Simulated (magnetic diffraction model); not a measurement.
**Which magnetic order? TmCuAg₂Cl₆**

Space group Fm-3m (no. 225), a = 9.9090 Å.

```csv
site,atom,x,y,z
4a,Tm,0,0,0
8c,Ag,1/4,1/4,3/4
4b,Cu,1/2,0,0
24e,Cl,1/2,0,0.7568
```

This is a made-up structure (elements placed in a structure type, unrelaxed), so the numbers test the method and describe no known phase.

Only Tm is taken to order (form factors of Tm3+); orders and moment sizes are assumed, and not adapted to the symmetry. Radiation: neutrons of λ = 1.909 Å, 8° to 80°; isotropic B of 0.22 Å² (Tm), 0.23 Å² (Ag), 0.25 Å² (Cu) and 0.36 Å² (Cl). The intensities are simulated: I ∝ L Σ (|F_N|² + |F_M⊥|²) for unpolarised neutrons, with F_M = 2.695 fm/μB × Σ f(s) S exp(2πi Q·r) exp(−B s²) at Q = H ± k (one set where k and −k are equivalent), only the part normal to Q counting and L = 1/(sin²θ cos θ). For collinear order S is the moment m, which repeats by lattice and centring translations R with the sign exp(−2πi k·R). Form factors are spin-only for 3d ions and dipole or tabulated for f ions, scattering lengths are Sears's of 1992, and absorption is left out. A label names one of the reflections at its angle. The strongest nuclear line in the range is 100, and lines under 0.2 are left out.

Above the ordering temperature:

| 2θ (°) | index | I |
| --- | --- | --- |
| 19.21 | (1 1 1) | 0.9 |
| 22.21 | (2 0 0) | 25.2 |
| 31.62 | (2 2 0) | 3.1 |
| 38.98 | (2 2 2) | 68.8 |
| 45.33 | (4 0 0) | 93.9 |
| 49.65 | (3 3 1) | 0.5 |
| 51.03 | (4 2 0) | 20.8 |
| 56.32 | (4 2 2) | 2.1 |
| 60.07 | (5 1 1) | 1.8 |
| 66.04 | (4 4 0) | 100.0 |
| 69.48 | (5 3 1) | 0.5 |
| 70.61 | (6 0 0) | 15.4 |
| 75.07 | (6 2 0) | 1.7 |
| 79.43 | (6 2 2) | 63.7 |

Below it (cell unchanged):

```tsv
2θ (°)	I
15.66	12.9
19.21	0.9
22.21	25.2
24.88	7.9
27.30	2.7
31.62	3.1
33.59	4.6
35.47	4.6
38.98	68.8
40.65	1.1
42.25	4.5
45.33	93.9
46.80	3.5
48.24	1.4
49.65	0.5
51.03	20.8
52.39	3.7
53.72	1.5
56.32	2.1
57.58	1.0
58.84	2.6
60.07	1.8
62.49	1.9
63.69	2.1
66.04	100.0
67.19	1.3
68.34	1.6
69.48	0.5
70.61	15.4
71.74	0.9
72.85	1.6
75.07	1.7
76.16	2.5
77.26	1.0
79.43	63.7
```

**Question.** Check that the new lines index with k = (1 0 0), then choose among these models:
A. collinear moments along [110], 5.2 μB on Tm
B. collinear moments along [101], 5.2 μB on Tm
C. collinear moments along [100], 5.2 μB on Tm

The new lines index as (0 1 1) at 15.66°, (1 2 0) at 24.88°, (2 1 1) at 27.30° and (1 2 2) at 33.59°, that is as H ± k with k = (1 0 0), one of 3 inequivalent arms of its star (k and −k counted as one), which a powder can't tell apart. The indices are whole but break the lattice centring, so the moments reverse under a centring translation, those with k·t a half-integer.

Magnetic intensity, observed (below minus above) and for each model:

| 2θ (°) | index | observed | A | B | C |
| --- | --- | --- | --- | --- | --- |
| 11.05 | (1 0 0) | <0.2 | 6.5 | 6.5 | <0.2 |
| 15.66 | (0 1 1) | 12.9 | 9.7 | 9.7 | 12.9 |
| 24.88 | (1 2 0) | 7.9 | 6.9 | 6.9 | 7.9 |
| 27.30 | (2 1 1) | 2.7 | 4.7 | 4.7 | 2.7 |
| 35.47 | (0 3 1) | 4.6 | 3.5 | 3.5 | 4.6 |
| 40.65 | (3 2 0) | 1.1 | 2.0 | 2.0 | 1.1 |
| 48.24 | (4 1 1) | 1.4 | 2.1 | 2.1 | 1.4 |
| 52.39 | (1 4 2) | 3.7 | 2.8 | 2.8 | 3.7 |

Model C matches.

The absence at (1 0 0) is telling: Q lies along the moments there, so the part normal to Q vanishes.

The structure used: k = (1 0 0), collinear moments along [100], 5.2 μB on Tm.

[Logs are printed without paths, hosts, clocks, repeated set-up lines and the standing remarks that a program may print on its own settings, such as how far it seeks lower states.]
